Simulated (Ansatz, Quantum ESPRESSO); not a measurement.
# Rh (Fm-3m): electron–phonon coupling with Quantum ESPRESSO, part 4 of 4

Each step names its level of theory.

So far, highest frequency, solved or plainly interpolated (cm⁻¹): step 4 (phonons and couplings with ph.x: Fermi–Dirac smearing of 0.1 eV) 219; step 5 (matrix elements on the k mesh: PseudoDojo files, cutoff 1197.3 eV, Fermi–Dirac …, PBE PseudoDojo norm-conserving) 238. The relaxed cell has a = 3.830 Å (conventional setting).

## (7) Phonons and couplings with ph.x: Fermi–Dirac smearing of 0.1 eV (run 2)

Level of this step: DFT PBE, scalar-relativistic, plane waves, PseudoDojo 0.4.1 norm-conserving pseudopotentials (Quantum ESPRESSO).

ph.x gives each mode's frequency and linewidth; λ of a mode follows from Gaussian double-delta sums over the k mesh, here at four widths.

ph.in reads:

```
phonons and couplings
 &inputph
    prefix='x',
    outdir='./tmp',
    tr2_ph=1.0d-15,
    fildyn='x.dyn',
    fildvscf='dvscf',
    ldisp=.true.,
    nq1=2,
    nq2=2,
    nq3=2,
    electron_phonon='simple',
    el_ph_ngauss=0,
    el_ph_sigma=0.00734986,
    el_ph_nsigma=4,
    alpha_mix(1)=0.5,
    amass(1)=102.9055,
 /
```

On the command line:

```console
$ OMP_NUM_THREADS=1 mpirun -n 4 ph.x -nk 4 -in ph.in > ph.x.log
```

Log:

```text
[banner, memory and clock lines left out]
Program PHONON v.7.5

     ./tmp/x.save/

     IMPORTANT: XC functional enforced from input :
     Exchange-correlation= PBE
                           (   1   4   3   4   0   0   0)
     Any further DFT definition will be discarded
     Please, verify this is what you really want

     G-vector sticks info

     Reading collected, re-writing distributed wavefunctions in ./tmp/

     Dynamical matrices for ( 2, 2, 2)  uniform grid of q-points
     (   3 q-points):
       N         xq(1)         xq(2)         xq(3)
       1   0.000000000   0.000000000   0.000000000
       2  -0.353553391  -0.353553391   0.353553391
       3  -0.707106781   0.000000000   0.000000000

     Number and degeneracy of irreps per q-point
       N         xq(1)         xq(2)         xq(3)   N irreps
       1   0.000000000   0.000000000   0.000000000       1
        3
       2  -0.353553391  -0.353553391   0.353553391       2
        1   2
       3  -0.707106781   0.000000000   0.000000000       2
        1   2

     Saving dvscf to file. Distribute only q points, not irreducible representations.

     Calculation of q =    0.0000000   0.0000000   0.0000000

     phonons and couplings

     bravais-lattice index     =            0
     lattice parameter (alat)  =       5.1184  a.u.
     unit-cell volume          =      94.8198 (a.u.)^3
     number of atoms/cell      =            1
     number of atomic types    =            1
     kinetic-energy cut-off    =      88.0000  Ry
     charge density cut-off    =     352.0000  Ry
     convergence threshold     =      1.0E-15
     beta                      =       0.5000
     number of iterations used =            4
     Exchange-correlation= PBE
                           (   1   4   3   4   0   0   0)

     celldm(1)=    5.11844  celldm(2)=    0.00000  celldm(3)=    0.00000
     celldm(4)=    0.00000  celldm(5)=    0.00000  celldm(6)=    0.00000

     crystal axes: (cart. coord. in units of alat)
               a(1) = (  0.0000  0.7071  0.7071 )
               a(2) = (  0.7071  0.0000  0.7071 )
               a(3) = (  0.7071  0.7071  0.0000 )

     reciprocal axes: (cart. coord. in units 2 pi/alat)
               b(1) = ( -0.7071  0.7071  0.7071 )
               b(2) = (  0.7071 -0.7071  0.7071 )
               b(3) = (  0.7071  0.7071 -0.7071 )

     Atoms inside the unit cell:

     Cartesian axes

     site n.  atom      mass           positions (alat units)
        1  Rh    102.9055   tau(    1) = (    0.00000    0.00000    0.00000  )

     Computing dynamical matrix for
                    q = (   0.0000000   0.0000000   0.0000000 )

     49 Sym.Ops. (with q -> -q+G )

     G cutoff =  233.5925  (  10657 G-vectors)     FFT grid: ( 32, 32, 32)

     number of k points=    47  Fermi-Dirac smearing, width (Ry)=  0.0073

     PseudoPot. # 1 for Rh read from file:
     ./pseudo/Rh.upf
     Pseudo is Norm-conserving + core correction, Zval = 17.0
     Using radial grid of 1568 points,  6 beta functions with:
                l(1) =   0
                l(2) =   0
                l(3) =   1
                l(4) =   1
                l(5) =   2
                l(6) =   2

     Mode symmetry, O_h (m-3m)  point group:

     Atomic displacements:
     There are    1 irreducible representations

     Representation     1      3 modes -  To be done

     Alpha used in Ewald sum =   2.8000

     Representation #   1 modes #   1   2   3

     Self-consistent Calculation

     Pert. #  1: Fermi energy shift (Ry) =    -2.9296E-25    -9.7958E-39
     Pert. #  2: Fermi energy shift (Ry) =     6.8932E-26    -9.4040E-38
     Pert. #  3: Fermi energy shift (Ry) =    -6.8932E-26     1.1755E-37

      thresh= 1.000E-02 alpha_mix =  0.500 |ddv_scf|^2 =  1.070E-05

     Pert. #  1: Fermi energy shift (Ry) =     1.7233E-26     5.5101E-40
     Pert. #  2: Fermi energy shift (Ry) =    -3.4466E-26     1.2245E-40
     Pert. #  3: Fermi energy shift (Ry) =     2.0680E-25     7.3468E-40

      thresh= 3.271E-04 alpha_mix =  0.500 |ddv_scf|^2 =  3.153E-07

     Pert. #  1: Fermi energy shift (Ry) =     2.0680E-25    -9.1835E-41
     Pert. #  2: Fermi energy shift (Ry) =     1.3786E-25     6.1224E-40
     Pert. #  3: Fermi energy shift (Ry) =     1.0340E-25     6.1224E-41

      thresh= 5.615E-05 alpha_mix =  0.500 |ddv_scf|^2 =  7.477E-09

     Pert. #  1: Fermi energy shift (Ry) =    -1.0340E-25    -3.6352E-41
     Pert. #  2: Fermi energy shift (Ry) =     0.0000E+00     1.9132E-41
     Pert. #  3: Fermi energy shift (Ry) =     1.0340E-25     3.8265E-41

      thresh= 8.647E-06 alpha_mix =  0.500 |ddv_scf|^2 =  9.404E-11

     Pert. #  1: Fermi energy shift (Ry) =     1.7233E-26    -6.2180E-42
     Pert. #  2: Fermi energy shift (Ry) =     2.7573E-25     3.8265E-42
     Pert. #  3: Fermi energy shift (Ry) =    -1.3786E-25    -9.5662E-42

      thresh= 9.697E-07 alpha_mix =  0.500 |ddv_scf|^2 =  7.679E-13

     Pert. #  1: Fermi energy shift (Ry) =    -1.7233E-26    -1.1958E-42
     Pert. #  2: Fermi energy shift (Ry) =    -6.5485E-25    -1.9132E-42
     Pert. #  3: Fermi energy shift (Ry) =     6.8932E-26     1.1958E-42

      thresh= 8.763E-08 alpha_mix =  0.500 |ddv_scf|^2 =  7.042E-14

     Pert. #  1: Fermi energy shift (Ry) =     1.0340E-25     2.2720E-42
     Pert. #  2: Fermi energy shift (Ry) =     1.3786E-25    -1.9132E-42
     Pert. #  3: Fermi energy shift (Ry) =     1.0340E-25     9.5662E-43

      thresh= 2.654E-08 alpha_mix =  0.500 |ddv_scf|^2 =  2.357E-16

     End of self-consistent calculation

     Convergence has been achieved

     Number of q in the star =    1
     List of q in the star:
          1   0.000000000   0.000000000   0.000000000

     Diagonalizing the dynamical matrix

     q = (    0.000000000   0.000000000   0.000000000 )

 **************************************************************************
     freq (    1) =      -0.084028 [THz] =      -2.802871 [cm-1]
     freq (    2) =      -0.084028 [THz] =      -2.802871 [cm-1]
     freq (    3) =      -0.084028 [THz] =      -2.802871 [cm-1]
 **************************************************************************

     Mode symmetry, O_h (m-3m)  point group:

     freq (   1-   3) =         -2.8  [cm-1]   --> T_1u G_15  G_4- I

     Gaussian Broadening:   0.007 Ry, ngauss=   0
     DOS = 11.002714 states/spin/Ry/Unit Cell at Ef= 22.076702 eV
     double delta at Ef =**********
     lambda(    1)=  0.0000   gamma=    0.00 GHz
     lambda(    2)=  0.0000   gamma=    0.00 GHz
     lambda(    3)=  0.0000   gamma=    0.00 GHz

     Gaussian Broadening:   0.015 Ry, ngauss=   0
     DOS = 10.202371 states/spin/Ry/Unit Cell at Ef= 22.060728 eV
[...]
DOS = 10.202393 states/spin/Ry/Unit Cell at Ef= 22.060713 eV
     double delta at Ef =137.098450
     lambda(    1)=  0.0909   gamma=   14.83 GHz
[...]
Gaussian Broadening:   0.022 Ry, ngauss=   0
     DOS =  9.624473 states/spin/Ry/Unit Cell at Ef= 22.042704 eV
     double delta at Ef =159.635549
[...]
Gaussian Broadening:   0.029 Ry, ngauss=   0
     DOS =  9.355578 states/spin/Ry/Unit Cell at Ef= 22.023185 eV
     double delta at Ef =172.474095
[...]
Calculation of q =   -0.7071068   0.0000000   0.0000000

     G-vector sticks info

     Title:
     phonons and couplings

     bravais-lattice index     =            0
     lattice parameter (alat)  =       5.1184  a.u.
     unit-cell volume          =      94.8198 (a.u.)^3
     number of atoms/cell      =            1
     number of atomic types    =            1
     number of electrons       =        17.00
     number of Kohn-Sham states=           16
     kinetic-energy cutoff     =      88.0000  Ry
     charge density cutoff     =     352.0000  Ry
     Exchange-correlation= PBE
                           (   1   4   3   4   0   0   0)

     celldm(1)=   5.118445  celldm(2)=   0.000000  celldm(3)=   0.000000
     celldm(4)=   0.000000  celldm(5)=   0.000000  celldm(6)=   0.000000

     crystal axes: (cart. coord. in units of alat)
               a(1) = (   0.000000   0.707107   0.707107 )
               a(2) = (   0.707107   0.000000   0.707107 )
               a(3) = (   0.707107   0.707107   0.000000 )

     reciprocal axes: (cart. coord. in units 2 pi/alat)
               b(1) = ( -0.707107  0.707107  0.707107 )
               b(2) = (  0.707107 -0.707107  0.707107 )
               b(3) = (  0.707107  0.707107 -0.707107 )

     PseudoPot. # 1 for Rh read from file:
     ./pseudo/Rh.upf
     Pseudo is Norm-conserving + core correction, Zval = 17.0
     Using radial grid of 1568 points,  6 beta functions with:
[...]
l(5) =   2
                l(6) =   2

     atomic species   valence    mass     pseudopotential
     Rh               17.00   102.90550     Rh( 1.00)

     48 Sym. Ops., with inversion, found

   Cartesian axes

     site n.     atom                  positions (alat units)
         1        Rh     tau(   1) = (   0.0000000   0.0000000   0.0000000  )

     number of k points=   204  Fermi-Dirac smearing, width (Ry)=  0.0073

     Number of k-points >= 100: set verbosity='high' to print them.

     Dense  grid:    10657 G-vectors     FFT dimensions: (  32,  32,  32)

     The potential is recalculated from file :
     ./tmp/_ph0/x.q_3/x.save/charge-density

     Starting wfcs are   10 atomic +    6 random wfcs

     Band Structure Calculation
     Davidson diagonalization with overlap

     ethr =  5.88E-11,  avg # of iterations = 15.6

     End of band structure calculation

     Number of k-points >= 100: set verbosity='high' to print the bands.

     the Fermi energy is    22.0526 ev

     Writing config to output data dir ./tmp/_ph0/x.q_3/x.save/ :
     XML data file

     phonons and couplings

     bravais-lattice index     =            0
     lattice parameter (alat)  =       5.1184  a.u.
     unit-cell volume          =      94.8198 (a.u.)^3
     number of atoms/cell      =            1
     number of atomic types    =            1
     kinetic-energy cut-off    =      88.0000  Ry
     charge density cut-off    =     352.0000  Ry
     convergence threshold     =      1.0E-15
     beta                      =       0.5000
     number of iterations used =            4
     Exchange-correlation= PBE
                           (   1   4   3   4   0   0   0)

     celldm(1)=    5.11844  celldm(2)=    0.00000  celldm(3)=    0.00000
     celldm(4)=    0.00000  celldm(5)=    0.00000  celldm(6)=    0.00000

     crystal axes: (cart. coord. in units of alat)
               a(1) = (  0.0000  0.7071  0.7071 )
               a(2) = (  0.7071  0.0000  0.7071 )
               a(3) = (  0.7071  0.7071  0.0000 )

     reciprocal axes: (cart. coord. in units 2 pi/alat)
               b(1) = ( -0.7071  0.7071  0.7071 )
               b(2) = (  0.7071 -0.7071  0.7071 )
               b(3) = (  0.7071  0.7071 -0.7071 )

     Atoms inside the unit cell:

     Cartesian axes

     site n.  atom      mass           positions (alat units)
        1  Rh    102.9055   tau(    1) = (    0.00000    0.00000    0.00000  )

     Computing dynamical matrix for
                    q = (  -0.7071068   0.0000000   0.0000000 )

     17 Sym.Ops. (with q -> -q+G )

     G cutoff =  233.5925  (  10657 G-vectors)     FFT grid: ( 32, 32, 32)

     number of k points=   204  Fermi-Dirac smearing, width (Ry)=  0.0073

     PseudoPot. # 1 for Rh read from file:
     ./pseudo/Rh.upf
     Pseudo is Norm-conserving + core correction, Zval = 17.0
     Using radial grid of 1568 points,  6 beta functions with:
                l(1) =   0
                l(2) =   0
                l(3) =   1
                l(4) =   1
                l(5) =   2
                l(6) =   2

     Mode symmetry, D_4h(4/mmm) point group:

     Atomic displacements:
     There are    2 irreducible representations

     Representation     1      1 modes -  To be done

     Representation     2      2 modes -  To be done

     Alpha used in Ewald sum =   2.8000

     Representation #   1 mode #   1

     Self-consistent Calculation

[...]
End of self-consistent calculation

     Convergence has been achieved

     Representation #   2 modes #   2   3

     Self-consistent Calculation

      thresh= 1.000E-02 alpha_mix =  0.500 |ddv_scf|^2 =  5.470E-05

      thresh= 7.396E-04 alpha_mix =  0.500 |ddv_scf|^2 =  1.972E-07

      thresh= 4.440E-05 alpha_mix =  0.500 |ddv_scf|^2 =  2.318E-08

      thresh= 1.522E-05 alpha_mix =  0.500 |ddv_scf|^2 =  2.377E-10

      thresh= 1.542E-06 alpha_mix =  0.500 |ddv_scf|^2 =  2.083E-12

      thresh= 1.443E-07 alpha_mix =  0.500 |ddv_scf|^2 =  1.618E-13

      thresh= 4.022E-08 alpha_mix =  0.500 |ddv_scf|^2 =  1.464E-15

      thresh= 3.826E-09 alpha_mix =  0.500 |ddv_scf|^2 =  9.269E-18

     End of self-consistent calculation

     Convergence has been achieved

     Number of q in the star =    3
     List of q in the star:
          1  -0.707106781   0.000000000   0.000000000
          2   0.000000000   0.000000000  -0.707106781
          3   0.000000000  -0.707106781   0.000000000

     Diagonalizing the dynamical matrix

     q = (   -0.707106781   0.000000000   0.000000000 )

 **************************************************************************
     freq (    1) =       5.279969 [THz] =     176.120816 [cm-1]
     freq (    2) =       5.279969 [THz] =     176.120816 [cm-1]
     freq (    3) =       6.769604 [THz] =     225.809689 [cm-1]
 **************************************************************************

     Mode symmetry, D_4h(4/mmm) point group:

     freq (   1-   2) =        176.1  [cm-1]   --> E_u  X_5' M_5'
     freq (   3-   3) =        225.8  [cm-1]   --> A_2u X_4' M_4'

     Gaussian Broadening:   0.007 Ry, ngauss=   0
     DOS = 11.002729 states/spin/Ry/Unit Cell at Ef= 22.076686 eV
     double delta at Ef =490.024468
[...]
Gaussian Broadening:   0.015 Ry, ngauss=   0
     DOS = 10.202393 states/spin/Ry/Unit Cell at Ef= 22.060713 eV
     double delta at Ef =299.303175
[...]
lambda(    2)=  0.2315   gamma=   62.87 GHz
     lambda(    3)=  0.1911   gamma=   85.32 GHz

     Gaussian Broadening:   0.022 Ry, ngauss=   0
     DOS =  9.624473 states/spin/Ry/Unit Cell at Ef= 22.042704 eV
     double delta at Ef =235.533325
     lambda(    1)=  0.2154   gamma=   55.20 GHz
     lambda(    2)=  0.2154   gamma=   55.20 GHz
     lambda(    3)=  0.1412   gamma=   59.47 GHz

     Gaussian Broadening:   0.029 Ry, ngauss=   0
     DOS =  9.355578 states/spin/Ry/Unit Cell at Ef= 22.023185 eV
     double delta at Ef =199.825482
     lambda(    1)=  0.1833   gamma=   45.64 GHz
     lambda(    2)=  0.1833   gamma=   45.64 GHz
     lambda(    3)=  0.1195   gamma=   48.92 GHz
```

The job ended after 98 s (4 MPI ranks of Arm Neoverse V1, shared host; 6.5 min of CPU time).

Numbers from this step:

* omega log against width: 22.45, 21.87, 21.32, 20.98 meV, at widths 0.1 to 0.4 eV

As ph.x prints them, no sum rule imposed; at the zone centre the sum is no linewidth. Double-delta sums:

```tsv
q1	q2	q3	star	mode	omega (meV)	lambda_q, sigma 0.1 eV	lambda_q, sigma 0.2 eV	lambda_q, sigma 0.3 eV	lambda_q, sigma 0.4 eV	half width at sigma 0.2 (meV)
0	0	0	1	1	-0.3475	0	0	0	0	4.14e-5
0	0	0	1	2	-0.3475	0	0	0	0	4.14e-5
0	0	0	1	3	-0.3475	0	0	0	0	4.14e-5
0	0	0.5	4	1	16.92	0.0857	0.0909	0.1123	0.1326	0.06133
0	0	0.5	4	2	16.92	0.0857	0.0909	0.1123	0.1326	0.06133
0	0	0.5	4	3	29.48	0.0388	0.0396	0.0472	0.0595	0.08098
0	0.5	0.5	3	1	21.84	0.233	0.2315	0.2154	0.1833	0.26
0	0.5	0.5	3	2	21.84	0.233	0.2315	0.2154	0.1833	0.26
0	0.5	0.5	3	3	28	0.2868	0.1911	0.1412	0.1195	0.3529
```

Mean over the q mesh without its centre; few wavevectors enter, so none of the widths can be taken as converged. The coupling constant λ, lambda by Gaussian width:

```tsv
Gaussian width (eV)	coupling constant λ, lambda
0.100	0.443
0.200	0.407
0.300	0.401
0.400	0.394
```

λ runs from 0.443 at 0.1 eV to 0.394 at 0.4 eV.

## (8) What came out

```yaml
phonon_run_of_the_rows_without_a_label_of_their_own: PBE, q 2×2×2, k 10×10×10
coupling_lambda_by_gaussian_sums_at_0p2_ev_quantum_espresso_gbrv_cutoff_612_ev_q_3x3x3_k_15x15x15: 0.557
coupling_lambda_by_gaussian_sums_at_0p2_ev_ansatz_pseudodojo_cutoff_1197_ev_q_2x2x2_k_10x10x10: 0.406
coupling_lambda_by_gaussian_sums_at_0p2_ev_quantum_espresso_pseudodojo_cutoff_1197_ev_q_2x2x2_k_10x10x10: 0.407
```

What this shows: Under gradient-corrected functionals ph.x can misplace modes where the density is low; no frozen-phonon run checks these frequencies. With the same potentials, cutoff and meshes the two programs' mean λ differ by at most 0.10 % over the four widths. In the last run that gave them, λ from the Gaussian sums is steady within 12 % between widths of 0.1 and 0.4 eV; these sums hold few wavevectors and leave out the zone centre.

[Logs are printed without paths, hosts, clocks, repeated set-up lines and the standing remarks that a program may print on its own settings, such as how far it seeks lower states.]

[Hosts, paths, dates, database ids (printed as entryN), source tags and the programs' standing remarks are cut or masked in the printed files.]
